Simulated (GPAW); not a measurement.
# Quasiparticle gap of Ga2S3 (Cc) in GPAW, part 2 of 2

How does a plane-wave GW calculation on Ga2S3 (Cc) run from the first input to the gap?

GPAW 26.7.0; LDA and many-body steps on it, plane waves. Known limits of the many-body steps: not at the basis limit; no spin-orbit coupling; coarse k mesh.

So far. Step 3 (Bands along the symmetry lines): The gap is 1.694 eV, as in the run before at this level. Step 4 (Empty states on the mesh, 4×4×2 mesh, 263 bands): On this mesh the gap is 1.695 eV.

## 5. Screening and self-energy, 4×4×2 mesh, 253 bands, screening to 65 eV

Now the one-shot GW correction: screening in the RPA, then the self-energy of the levels asked for.

This step: G0W0 on LDA, plane waves, PAW.

The input, run.py:

```python
import json
import numpy as np
from gpaw.mpi import world
from gpaw.response.g0w0 import G0W0

gw = G0W0('full.gpw',
    filename='gw',
    kpts=[0],
    bands=(22, 26),
    ecut=65,
    nbands=253,
    integrate_gamma='WS',
    ppa=True)
gw.calculate()
res = {mode: {k: v for k, v in r.items() if k != 'sigma_eskwn'}
       for mode, r in gw.all_results.items()}

if world.rank == 0:
    with open('result.json', 'w') as f:
        json.dump(res, f, default=lambda x: x.tolist())
```

On the command line:

```sh
$ mpirun -n 8 gpaw python run.py
```

Numbers of over 12 decimals in the logs are rounded to 6 here.

The log of the run:

```text
Using integrator: PointIntegrator
FrequencyGridDescriptor(from 0.000+0.000j to 0.000+27.211j eV, 2 points)
Nonperiodic BCs:  [False False False]
Using integrator: PointIntegrator
FrequencyGridDescriptor(from 0.000+0.000j to 0.000+27.211j eV, 2 points)
Nonperiodic BCs:  [False False False]
  ___  _ _ _
 |   || | | |
 | | || | | |
 |__ ||_____|
 |___|

BZ k-points: Symmetries present (total): 1

  [... matrices ...]
32 k-points: 4 x 4 x 2 Monkhorst-Pack grid + [1/8,1/8,1/4]
20 k-points in the irreducible part of the Brillouin zone
       k-points in crystal coordinates                weights
   0:     0.00000000    0.00000000    0.00000000          1/32
   1:     0.00000000    0.00000000    0.50000000          1/32
   2:     0.00000000    0.25000000    0.00000000          2/32
   3:     0.00000000    0.25000000    0.50000000          2/32
   4:     0.00000000    0.50000000    0.00000000          1/32
   5:     0.00000000    0.50000000    0.50000000          1/32
   6:     0.25000000   -0.25000000    0.00000000          2/32
   7:     0.25000000   -0.25000000    0.50000000          2/32
   8:     0.25000000    0.00000000    0.00000000          2/32
   9:     0.25000000    0.00000000    0.50000000          2/32
          ...
  19:     0.50000000    0.50000000    0.50000000          1/32

Distributing spins, k-points and bands (1 x 1 x 4) over 8 processes
Number of blocks: 1

Quasi particle states:
k-points (IBZ indices): [0]
Band range: (22, 26)
  [... matrices ...]
Computational parameters:
Plane wave cut-off: 65 eV
Number of bands: 253
Coulomb cutoff: None
Broadening: 0.1 eV

fxc modes: GW
Kernel: RPA
Using Godby-Needs plasmon-pole approximation:
  Fitting energy: i*E0, E0 = 1.000 Hartree
Summing all q:

Calculating screened Coulomb potential
No Coulomb truncation
FrequencyGridDescriptor(from 0.000+0.000j to 0.000+27.211j eV, 2 points)
Removing empty qpoint cache files...

Calculating chi0 body with:
    Ground state adapter containing:
    Number of spins: 1
    Number of kpoints: 32
    Number of irreducible kpoints: 20
    Number of completely occupied states: 24
    Number of partially occupied states: 24
    Occupied states memory: 13.125 M / cpu

    Linear response parametrization:
    q_c: [0.0, 0.0, 0.0]
    Number of frequency points: 2
    Planewave cutoff: 65.0
    Number of bands: 253
    Number of planewaves: 265
    Broadening (eta): 1e-06
    comm.size: 8
    kncomm.size: 8
    blockcomm.size: 1

    Memory estimate of potentially large arrays:
        chi0_wGG: 2.143097 M / cpu
Integrating chi0 body.

Symmetries of q_c:
    Direct symmetries (Uq -> q): 1
    Indirect symmetries (TUq -> q): 1
In total 2 allowed symmetries.

  [... matrices ...]
20 groups of equivalent kpoints. 37.5% reduction.

Integral kind: response function
Integrating chi0 head and wings.

Symmetries of q_c:
    Direct symmetries (Uq -> q): 1
    Indirect symmetries (TUq -> q): 1
In total 2 allowed symmetries.

  [... matrices ...]
20 groups of equivalent kpoints. 37.5% reduction.

Integral kind: response function wings

Calculating chi0 body with:
    Ground state adapter containing:
    Number of spins: 1
    Number of kpoints: 32
    Number of irreducible kpoints: 20
    Number of completely occupied states: 24
    Number of partially occupied states: 24
    Occupied states memory: 13.125 M / cpu

    Linear response parametrization:
[... the further q-points ...]

Results:
f:      Occupation numbers
eps:     KS-eigenvalues [eV]
vxc:     KS vxc [eV]
exx:     Exact exchange [eV]
sigma:   Self-energies [eV]
dsigma:  Self-energy derivatives
Z:       Renormalization factors
qp:      QP-energies [eV]

k-point 0 (0): (0.000, 0.000, 0.000)                GW
band       f     eps     vxc     exx   sigma  dsigma       Z      qp
                                                                   GW
  22   1.000   3.353 -15.852 -18.437   2.195  -0.284   0.779   3.049
  23   1.000   3.888 -15.569 -18.304   2.308  -0.287   0.777   3.557
  24   0.000   5.583 -15.075 -10.464  -3.100  -0.244   0.804   6.798
  25   0.000   6.113 -14.390  -9.709  -3.176  -0.245   0.803   7.321
```

It took 3.9 min on 8 MPI ranks of Arm Neoverse V2, shared host; peak memory 3.9 GiB; 29 min of CPU time.

This step gave:

```
G0W0 gap on the points computed              : 3.241 eV
least direct G0W0 gap on the computed points : 3.241 eV
Z at the valence top                         : 0.7767
Z at the conduction bottom                   : 0.8036
starting gap on the mesh                     : 1.695 eV
k of the valence top                         : 0, 0, 0
k of the conduction bottom                   : 0, 0, 0
```

The gap on the mesh goes from 1.69 eV to 3.24 eV, a correction of +1.55 eV.

Limits: finite bands, cutoff and mesh; no spin-orbit coupling; coarse k mesh. v1 is the top filled band, c1 the lowest empty one. The levels before and after the correction (eV, zero at the valence-band top of each column):

```csv
,conduction bottom,valence top
Kohn-Sham,1.69,0.00
G0W0,3.24,0.00
```

```csv
,level,energy (eV)
Kohn-Sham,Γ v2,-0.536
Kohn-Sham,Γ v1,0.000
Kohn-Sham,Γ c1,1.695
Kohn-Sham,Γ c2,2.224
G0W0,Γ v2,-0.508
G0W0,Γ v1,0.000
G0W0,Γ c1,3.241
G0W0,Γ c2,3.764
```

## 6. Where the time went

Times are wall times on 8 MPI ranks of Arm Neoverse V2, shared host, good to a factor of about two.

```csv
step,time,share,memory (GiB)
ground state,23 s,5 %,1.6
bands along the symmetry lines,39 s,8 %,2.0
empty states on the mesh,2.8 min,36 %,2.2
screening and self-energy,3.9 min,50 %,3.9
```

## 7. What came out

```json
{
  "LDA gap": "1.69 eV, indirect (only 0 meV under the direct gap)",
  "G0W0 gap on the mesh": "3.24 eV",
  "GW settings": "4×4×2 mesh, 253 bands, screening to 65 eV, Godby-Needs plasmon pole",
  "known limits": "not at the basis limit; no spin-orbit coupling; coarse k mesh"
}
```

G0W0 moves the gap on the mesh from 1.69 eV to 3.24 eV (+1.55 eV), with Z of 0.78 and 0.80 at the edges. Only 1 of the mesh's irreducible points was corrected, so a valley elsewhere could overtake. Bands and cutoff are finite, so the gap is not at the basis limit. The miss can reach some tenths of an eV and take either sign; the mesh is an error of its own. These stock PAW sets were not made for GW; the filled d or f shell of Ga lies in the frozen core, which bears on start and correction. In the G0W0 run levels were corrected at 1 k point alone, so a gap called «on the mesh» is the least over those, and an edge elsewhere would be missed. The 4×4×2 mesh is coarse for this cell, which bears on the long-range parts of exchange and screening. The many-body steps are scalar-relativistic: spin-orbit coupling is not in them.

[Paths, hosts, dates, memory and timing lines, banners, echoed tables and standing remarks are left out of the program output.]

[Logs are printed without paths, hosts, clocks, repeated set-up lines and the standing remarks that a program may print on its own settings, such as how far it seeks lower states.]

[Runs of the session that timed out or met a known fault of the program may be left out.]

[Hosts, paths, dates, database ids (printed as entryN), source tags and the programs' standing remarks are cut or masked in the printed files.]
